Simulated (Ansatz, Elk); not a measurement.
# How far do independent atoms describe Zn2NiS4?

Structure refinements treat a crystal as free atoms side by side. For a made-up structure of Zn2NiS4 (cell and positions from a PBE relaxation) the runs below show what the calculated density changes in F(hkl).

Calculated with Elk 11.2.3 (patched build); DFT, PBE, all-electron APW+lo, Dirac cores, scalar-relativistic bands, static density, no spin.

The structure was built from a prototype and need not be the compound's stable phase.

## (1) The structure

The structure is tetragonal, space group I4/mmm (No. 139). Conventional cell: a = 4.681 Å, b = 4.681 Å, c = 11.517 Å, α = 90.00°, β = 90.00°, γ = 90.00°. Zn has 5 S at 2.23 to 2.67 Å and 1 Zn at 2.56 Å nearest. Nearest to Ni lie 6 S at 2.25 to 2.34 Å. Nearest to S lie 2 Ni at 2.34 Å and 4 Zn at 2.67 Å. S has 1 Zn at 2.23 Å and 1 Ni at 2.25 Å nearest. Farther neighbours and most contacts between anions are not listed.

Coordinates:

```cif
data_structure
_symmetry_space_group_name_H-M 'P 1'
_symmetry_Int_Tables_number 1
_cell_length_a 6.6420
_cell_length_b 6.6420
_cell_length_c 6.6420
_cell_angle_alpha 138.736
_cell_angle_beta 138.736
_cell_angle_gamma 59.777
_cell_volume 126.17
loop_
_atom_site_label
_atom_site_type_symbol
_atom_site_fract_x
_atom_site_fract_y
_atom_site_fract_z
_atom_site_occupancy
Zn1 Zn 0.38879 0.38879 0.00000 1
Zn2 Zn 0.61121 0.61121 0.00000 1
Ni3 Ni 0.00000 0.00000 0.00000 1
S4 S 0.00000 0.50000 0.50000 1
S5 S 0.50000 0.00000 0.50000 1
S6 S 0.19531 0.19531 0.00000 1
S7 S 0.80469 0.80469 0.00000 1
```

## (2) Ground state and structure factors

An all-electron density is needed, since X-rays see the cores too. Task 0 finds the density and task 195 Fourier-transforms it; tshift is off so that phases refer to the origin typed.

Contents of elk.in:

```
tasks
  0
  195

xctype
  20

spinpol
  .false.

rgkmax
  7.0

gmaxvr
  14.0

lmaxo
  7

lmaxapw
  8

swidth
  0.002

tshift
  .false.

ramdisk
  .false.

hmaxvr
  5.5

maxscl
  120

epspot
  1e-06

sppath
  './'

avec
  -4.42273708994 4.42273708994 10.88221164582
  4.42273708994 -4.42273708994 10.88221164582
  4.42273708994 4.42273708994 -10.88221164582

atoms
  3
  'Zn.in'
  2
  0.3887923392 0.3887923392 0.0000000000   0.000000 0.000000 0.000000
  0.6112076608 0.6112076608 0.0000000000   0.000000 0.000000 0.000000
  'Ni.in'
  1
  -0.0000000000 -0.0000000000 -0.0000000000   0.000000 0.000000 0.000000
  'S.in'
  4
  -0.0000000000 0.5000000000 0.5000000000   0.000000 0.000000 0.000000
  0.5000000000 -0.0000000000 0.5000000000   0.000000 0.000000 0.000000
  0.1953071170 0.1953071170 -0.0000000000   0.000000 0.000000 0.000000
  0.8046928830 0.8046928830 -0.0000000000   0.000000 0.000000 0.000000

ngridk
  7 7 7
```

Started as:

```sh
OMP_NUM_THREADS=4 elk
```

Numbers of over 12 decimals in the logs are rounded to 6 here.

The program printed:

```text
┌─────────────────────────┐
│ Elk code version 11.2.3 │
└─────────────────────────┘

All units are atomic (Hartree, Bohr, etc.)

┌─────────────────────────────────────────────────┐
│ Ground-state run starting from atomic densities │
└─────────────────────────────────────────────────┘

Lattice vectors :
  -4.422737090       4.422737090       10.88221165
   4.422737090      -4.422737090       10.88221165
   4.422737090       4.422737090      -10.88221165

Reciprocal lattice vectors :
  0.1531684606E-16  0.7103276975      0.2886906408
  0.7103276975      0.1531684606E-16  0.2886906408
  0.7103276975      0.7103276975     -0.8821141701E-17

Unit cell volume      :    851.4505030
Brillouin zone volume :   0.2913266391

Muffin-tin inner radius fraction :   0.1000000000E-01

Nuclei treated as point charges

Species : 1 (Zn)
 parameters loaded from : Zn.in
 name : zinc
 nuclear charge    :   -30.00000000
 electronic charge :    30.00000000
 atomic mass :    119233.3130
 muffin-tin radius :    2.171005710
 number of radial points in muffin-tin :    993
 inner part over the whole radius :   0.9980561434E-02
 number on inner part of muffin-tin    :    700
 approximate nuclear radius :   0.7484757725E-04
 number of mesh points to nuclear radius :    340
 atomic positions (lattice), magnetic fields (Cartesian) :
  1 :   0.38879234  0.38879234  0.00000000    0.00000000  0.00000000  0.00000000
  2 :  -0.38879234 -0.38879234  0.00000000    0.00000000  0.00000000  0.00000000

Species : 2 (Ni)
 parameters loaded from : Ni.in
 name : nickel
 nuclear charge    :   -28.00000000
 electronic charge :    28.00000000
 atomic mass :    106991.5231
 muffin-tin radius :    2.296489486
 number of radial points in muffin-tin :    993
 inner part over the whole radius :   0.9916811706E-02
 number on inner part of muffin-tin    :    700
 approximate nuclear radius :   0.7325707712E-04
 number of mesh points to nuclear radius :    335
 atomic positions (lattice), magnetic fields (Cartesian) :
  1 :   0.00000000  0.00000000  0.00000000    0.00000000  0.00000000  0.00000000

Species : 3 (S)
 parameters loaded from : S.in
 name : sulphur
 nuclear charge    :   -16.00000000
 electronic charge :    16.00000000
 atomic mass :    58450.91931
 muffin-tin radius :    1.904257280
 number of radial points in muffin-tin :    793
 inner part over the whole radius :   0.9943118044E-02
 number on inner part of muffin-tin    :    552
 approximate nuclear radius :   0.6195814986E-04
 number of mesh points to nuclear radius :    253
 atomic positions (lattice), magnetic fields (Cartesian) :
  1 :   0.00000000  0.50000000  0.50000000    0.00000000  0.00000000  0.00000000
  2 :   0.50000000  0.00000000  0.50000000    0.00000000  0.00000000  0.00000000
  3 :   0.19530712  0.19530712  0.00000000    0.00000000  0.00000000  0.00000000
  4 :  -0.19530712 -0.19530712  0.00000000    0.00000000  0.00000000  0.00000000

Total number of atoms per unit cell :    7
Total muffin-tin volume :    252.1537179
 ratio of muffin-tin to unit cell volume :   0.2961460672

Spin treatment :
 spin-unpolarised

Number of Bravais lattice symmetries :   16
Number of crystal symmetries         :   16
Crystal has inversion symmetry
Real symmetric eigensolver will be used

k-point grid :      7     7     7
k-point offset :    0.000000000       0.000000000       0.000000000
k-point set is reduced with full crystal symmetry group
Total number of k-points :       40

Muffin-tin radius times maximum |G+k| :    7.000000000
 using average radius
Maximum |G+k| for APW functions       :    3.437262586
Maximum (1/2)|G+k|²                   :    5.907387043
Maximum |G| for potential and density :    14.00000000
Constant for pseudocharge density :    8
 order of it for each species :   15  15  15
 order of it for pair densities of each species (exact exchange by exxq0 0: 16) :   11  12   8
Radial integration step length :    1

G-vector grid sizes :     56    56    56
Number of G-vectors :    39457

[...]
total energy                :     -6710.9362870329

Density of states at Fermi energy :    167.5761884
 (states/Hartree/unit cell)

Estimated indirect band gap :   0.2906409674E-03
 from k-point 2 to k-point 11
Estimated direct band gap   :   0.1754028599E-02
 at k-point 22

Charges :
 core                        :    76.00000000
 valence                     :    76.00000000
 interstitial                :    13.82630483
 muffin-tins (core leakage)
  species : 1 (Zn)
[...]
species : 2 (Ni)
[...]
species : 3 (S)
[...]
total in muffin-tins        :    138.1736952
 total calculated charge     :    151.9956790
 total charge                :    152.0000000
 error                       :   0.4321013228E-02

RMS change in Kohn-Sham potential (target) :   0.4497868337     (  0.1000000000E-05)
Absolute change in total energy (target)   :   0.1346558135     (  0.1000000000E-03)

[... loops 3 to 18 left out ...]

┌──────────────────┐
│ Loop number : 19 │
└──────────────────┘

Energies :
 Fermi                       :     0.176098
 sum of occupied eigenvalues :     -3827.4147958820
 electron kinetic            :      6806.7264289609
 core electron kinetic       :      6168.3713999720
 Coulomb                     :     -13207.105683271
 Coulomb potential           :     -10232.675170874
 nuclear-nuclear             :     -927.48900501310
 electron-nuclear            :     -14347.184925350
 Hartree                     :      2067.5682470918
 Madelung                    :     -8090.7680978343
 xc potential                :     -401.46605396905
 exchange                    :     -302.65867425033
 correlation                 :     -6.772552
 electron entropic           :    -0.18444951365840E-02
 total energy                :     -6709.8123252683

Density of states at Fermi energy :    136.0878593
 (states/Hartree/unit cell)

Estimated indirect band gap :   0.1174475549E-02
 from k-point 9 to k-point 21
Estimated direct band gap   :   0.5026271527E-02
 at k-point 18

Charges :
 core                        :    76.00000000
 valence                     :    76.00000000
 interstitial                :    14.04169806
 muffin-tins (core leakage)
  species : 1 (Zn)
[...]
species : 2 (Ni)
[...]
species : 3 (S)
[...]
total in muffin-tins        :    137.9583019
 total calculated charge     :    151.9957267
 total charge                :    152.0000000
 error                       :   0.4273300350E-02

RMS change in Kohn-Sham potential (target) :   0.1674416203E-06 (  0.1000000000E-05)
Absolute change in total energy (target)   :   0.2464882709E-04 (  0.1000000000E-03)

Convergence targets achieved

┌──────────────────┐
│ Loop number : 20 │
└──────────────────┘

Energies :
 Fermi                       :     0.176098
 sum of occupied eigenvalues :     -3827.4147889039
 electron kinetic            :      6806.7264320281
 core electron kinetic       :      6168.3714041542
 Coulomb                     :     -13207.105680536
 Coulomb potential           :     -10232.675180362
 nuclear-nuclear             :     -927.48900501310
 electron-nuclear            :     -14347.184909943
 Hartree                     :      2067.5682344206
 Madelung                    :     -8090.7680903548
 xc potential                :     -401.46604057029
 exchange                    :     -302.65867379039
 correlation                 :     -6.772552
 electron entropic           :    -0.18444956644403E-02
 total energy                :     -6709.8123190132

Density of states at Fermi energy :    136.0879044
 (states/Hartree/unit cell)

Estimated indirect band gap :   0.1174475499E-02
 from k-point 9 to k-point 21
Estimated direct band gap   :   0.5026276479E-02
 at k-point 18

Charges :
 core                        :    76.00000000
 valence                     :    76.00000000
 interstitial                :    14.04169824
 muffin-tins (core leakage)
  species : 1 (Zn)
[...]
species : 2 (Ni)
[...]
species : 3 (S)
[...]
atom 2                    :    13.53434046     (  0.4982651457E-03)
   atom 3                    :    13.49839433     (  0.4967431964E-03)
   atom 4                    :    13.49839433     (  0.4967431964E-03)
 total in muffin-tins        :    137.9583018
 total calculated charge     :    151.9957267
 total charge                :    152.0000000
 error                       :   0.4273300648E-02

┌──────────────────────────────┐
│ Self-consistent loop stopped │
└──────────────────────────────┘

Warning : core states of species 1 leak from the muffin-tin :   0.3120388985E-03

Warning : core states of species 2 leak from the muffin-tin :   0.4844925452E-03

Warning : core states of species 3 leak from the muffin-tin :   0.4982651457E-03

Wrote STATE.OUT
```

Run time: 79 s. Hardware: 4 threads of Intel Xeon Platinum 8488C (Sapphire Rapids), shared host; peak memory 0.29 GiB; 4.3 min of CPU time.

SFACRHO.OUT:

```text

h k l indices transformed by vhmat matrix:
   1.000000000       0.000000000       0.000000000    
   0.000000000       1.000000000       0.000000000    
   0.000000000       0.000000000       1.000000000    

      h      k      l  multipl.   |H|            Re(F)            Im(F)           |F|

      0      0      0      1   0.0000000       152.00000      0.83331804E-16   152.00000    
     -1     -1      1      2  0.57738128       42.758895     -0.59081247E-14   42.758895    
      0      1      0      8  0.76675141      -7.0782976      0.73851559E-14   7.0782976    
     -1      1      0      4   1.0045551       75.868490      0.19741097E-15   75.868490    
      2      1     -2      8   1.1201098       27.937713      0.22155468E-14   27.937713    
      2      2     -2      2   1.1547626       4.6969273     -0.29540624E-14   4.6969273    
     -1     -1      2      8   1.1586630      -10.488154      0.44310935E-14   10.488154    
      1     -1      1      4   1.4206554       112.24554     -0.11790610E-13   112.24554    
     -2     -2      3      8   1.5305579      -38.908227      0.16247343E-13   38.908227    
      0      2     -2      8   1.5335028       33.704539      0.11077734E-13   33.704539    
      2      3     -3      8   1.6087643       82.937121     -0.14954941E-13   82.937121    
      1     -2      1     16   1.6143635      -7.1712910     -0.13293281E-13   7.1712910    
      3      3     -3      2   1.7321438       26.559332     -0.73851559E-14   26.559332    
     -3      0      1     16   1.8091180       24.960288      0.81236715E-14   24.960288    
      3      1     -1      8   1.8307753       1.5998073     -0.16247343E-13   1.5998073    
     -3     -3      2      8   2.0023619      -11.296695     -0.29540624E-14   11.296695    
      0      0     -2      4   2.0091101       95.566838      0.20838745E-13   95.566838    
      1      1      1      8   2.0904288       28.924563     -0.14031796E-13   28.924563
```

Elk indexes on the primitive cell of elk.in and gives |H| = 4π sin θ/λ in inverse bohr. Below, one row stands for each form hkl of the conventional cell (m members, Friedel mates merged), F is for one primitive cell and the density is static (no thermal factor). Free-atom factors are Waasmaier and Kirfel's, and R is Σm||F|−|F'||/Σm|F|.

| hkl | m | sin θ/λ (Å⁻¹) | abs F, DFT | neutral atoms | diff. |
| --- | --- | --- | --- | --- | --- |
| 002 | 2 | 0.087 | 42.759 | 42.674 | +0.085 |
| 101 | 8 | 0.115 | 7.078 | 7.463 | -0.385 |
| 110 | 4 | 0.151 | 75.868 | 76.079 | -0.211 |
| 103 | 8 | 0.168 | 27.938 | 28.196 | -0.258 |
| 004 | 2 | 0.174 | 4.697 | 3.949 | +0.748 |
| 112 | 8 | 0.174 | 10.488 | 10.198 | +0.290 |
| 200 | 4 | 0.214 | 112.246 | 112.263 | -0.017 |
| 114 | 8 | 0.230 | 38.908 | 39.219 | -0.311 |
| 202 | 8 | 0.231 | 33.705 | 33.765 | -0.061 |
| 105 | 8 | 0.242 | 82.937 | 83.407 | -0.470 |
| 211 | 16 | 0.243 | 7.171 | 7.386 | -0.215 |
| 006 | 2 | 0.261 | 26.559 | 26.667 | -0.107 |
| 213 | 16 | 0.272 | 24.960 | 25.114 | -0.154 |
| 204 | 8 | 0.275 | 1.600 | 1.487 | +0.113 |

## (3) The highest occupied states alone

An energy window below the Fermi level keeps the highest occupied states, to see at which angles they scatter; shallow core shells can lie inside it and anion s states outside. No new self-consistency is needed.

Changes to elk.in since step 2:

```diff
@@ -1,3 +1,2 @@
 tasks
-  0
   195
@@ -40,2 +39,5 @@
 
+wsfac
+  -0.264890 0.476100
+
 sppath
```

Started as:

```sh
OMP_NUM_THREADS=4 elk
```

The program printed:

```text
┌─────────────────────────────────┐
│ Elk code version 11.2.3 started │
└─────────────────────────────────┘

Info(readinput): the functional depends on the density's gradient
 muffin-tin radial points multiplied by    2.00000
 (not where nrmtscf is given)

┌────────────────────┐
│ Current task : 195 │
└────────────────────┘
Info(checkmt): changed muffin-tin radius of species 1 (Zn) from   2.4000 to   2.1710
Info(checkmt): changed muffin-tin radius of species 2 (Ni) from   2.4000 to   2.2965
Info(checkmt): changed muffin-tin radius of species 3 (S) from   2.2000 to   1.9043

Info(sfacrho): density structure factors written to SFACRHO.OUT

 Energy window :  -0.2648900000      0.4761000000

┌──────────────────┐
│ Elk code stopped │
└──────────────────┘
```

The job ended after 12 s (4 threads; peak memory 0.2 GiB).

States within 12 eV below the Fermi level hold 51.85 electrons; any levels below the window count with the cores, and a count that is not whole means the window cuts a band. Their amplitudes can exceed the total, where window and core parts have opposite phase:

| hkl | sin θ/λ (Å⁻¹) | abs F, window | abs F, all |
| --- | --- | --- | --- |
| 002 | 0.087 | 13.219 | 42.759 |
| 101 | 0.115 | 4.832 | 7.078 |
| 110 | 0.151 | 24.625 | 75.868 |
| 103 | 0.168 | 11.405 | 27.938 |
| 004 | 0.174 | 4.781 | 4.697 |
| 112 | 0.174 | 3.081 | 10.488 |
| 200 | 0.214 | 24.083 | 112.246 |
| 114 | 0.230 | 8.770 | 38.908 |
| 202 | 0.231 | 7.787 | 33.705 |
| 105 | 0.242 | 18.526 | 82.937 |

## (4) Another functional

The difference from free atoms is small, so it is set against the change that PBEsol makes.

Changes to elk.in since step 3:

```diff
@@ -1,2 +1,3 @@
 tasks
+  0
   195
@@ -4,3 +5,3 @@
 xctype
-  20
+  22
 
@@ -39,5 +40,2 @@
 
-wsfac
-  -0.264890 0.476100
-
 sppath
```

Started as:

```sh
OMP_NUM_THREADS=4 elk
```

The program printed:

```text
┌─────────────────────────┐
│ Elk code version 11.2.3 │
└─────────────────────────┘

All units are atomic (Hartree, Bohr, etc.)

┌─────────────────────────────────────────────────┐
│ Ground-state run starting from atomic densities │
└─────────────────────────────────────────────────┘

Lattice vectors :
  -4.422737090       4.422737090       10.88221165
   4.422737090      -4.422737090       10.88221165
   4.422737090       4.422737090      -10.88221165

Reciprocal lattice vectors :
  0.1531684606E-16  0.7103276975      0.2886906408
[...]
atom 4                    :    13.47673169     (  0.4998169991E-03)
 total in muffin-tins        :    137.8926523
 total calculated charge     :    151.9956955
 total charge                :    152.0000000
 error                       :   0.4304524644E-02

┌──────────────────────────────┐
│ Self-consistent loop stopped │
└──────────────────────────────┘

Warning : core states of species 1 leak from the muffin-tin :   0.3179156630E-03

Warning : core states of species 2 leak from the muffin-tin :   0.4952510743E-03

Warning : core states of species 3 leak from the muffin-tin :   0.5014950945E-03

Wrote STATE.OUT
[key lines of the parts left out:]
total energy                :     -6703.2210146899
```

Run time: 74 s. Hardware: 4 threads; peak memory 0.29 GiB; 4 min of CPU time.

Against the first run R = 0.05 %; the largest change is -0.076 at 200.

## (5) A coarser k-mesh

About half the k-points along each axis test the sampling.

Changes to elk.in since step 4:

```diff
@@ -5,3 +5,3 @@
 xctype
-  22
+  20
 
@@ -65,2 +65,2 @@
 ngridk
-  7 7 7
+  4 4 4
```

Started as:

```sh
OMP_NUM_THREADS=4 elk
```

The program printed:

```text
┌─────────────────────────┐
│ Elk code version 11.2.3 │
└─────────────────────────┘

All units are atomic (Hartree, Bohr, etc.)

┌─────────────────────────────────────────────────┐
│ Ground-state run starting from atomic densities │
└─────────────────────────────────────────────────┘

Lattice vectors :
  -4.422737090       4.422737090       10.88221165
   4.422737090      -4.422737090       10.88221165
   4.422737090       4.422737090      -10.88221165

Reciprocal lattice vectors :
  0.1531684606E-16  0.7103276975      0.2886906408
[...]
atom 4                    :    13.50208638     (  0.4970335292E-03)
 total in muffin-tins        :    137.9604718
 total calculated charge     :    151.9957024
 total charge                :    152.0000000
 error                       :   0.4297589853E-02

┌──────────────────────────────┐
│ Self-consistent loop stopped │
└──────────────────────────────┘

Warning : core states of species 1 leak from the muffin-tin :   0.3120465855E-03

Warning : core states of species 2 leak from the muffin-tin :   0.4844332256E-03

Warning : core states of species 3 leak from the muffin-tin :   0.4981822841E-03

Wrote STATE.OUT
[key lines of the parts left out:]
total energy                :     -6709.8132133614
```

Run time: 40 s. Hardware: 4 threads; peak memory 0.29 GiB.

Against the first run R = 0.02 %; the largest change is -0.028 at 002.

## (6) Settings against the effect

| run | R against the first run (%) | R against neutral atoms, low angle (%) | wall time |
| --- | --- | --- | --- |
| PBE, rgkmax 7 | 0.00 | 0.78 | 79 s |
| PBEsol | 0.05 | 0.80 | 74 s |
| k-mesh 4×4×4 | 0.02 | 0.78 | 40 s |

## (7) Results

| Item | Value |
| --- | --- |
| R against neutral atoms, sin θ/λ < 0.3 Å⁻¹ | 0.78 % |
| R against neutral atoms, 0.3 to 0.73 Å⁻¹ | 0.29 % |

**Reading.** Independent neutral atoms miss the calculated amplitudes by R = 0.78 % below 0.3 Å⁻¹ and 0.29 % from there to 0.73 Å⁻¹; by shells, 2.28 % below 0.15 Å⁻¹ (2 forms), 0.71 % 0.15 to 0.3 (12 forms), 0.37 % 0.3 to 0.45 (28 forms), 0.27 % above 0.45 (107 forms). Bonding, aspherical density and the tables' own atoms all enter these figures, and the runs don't part them. The largest change of an amplitude is +0.75 electrons, at 004. Weak lines can change much in proportion: 004 goes from 3.95 to 4.70. The window's part falls from 51.9 electrons at the origin to at most 8.14 between 0.45 and 0.73 Å⁻¹, where compact states inside the window still scatter. Below 0.3 Å⁻¹ the changes that finished (PBEsol and k-mesh 4×4×4) move F by R = 0.08 % at most, against the 0.78 % that separates it from free atoms. The basis has no finished test. These runs have no spin, though d or f shells may be open. Part of the difference isn't bonding: the tables are fits to free atoms and ions calculated by other methods than this functional. Thermal motion, anomalous dispersion and extinction are left out.

[Logs are printed without paths, hosts, clocks, repeated set-up lines and the standing remarks that a program may print on its own settings, such as how far it seeks lower states.]

[Hosts, paths, dates, database ids (printed as entryN), source tags and the programs' standing remarks are cut or masked in the printed files.]
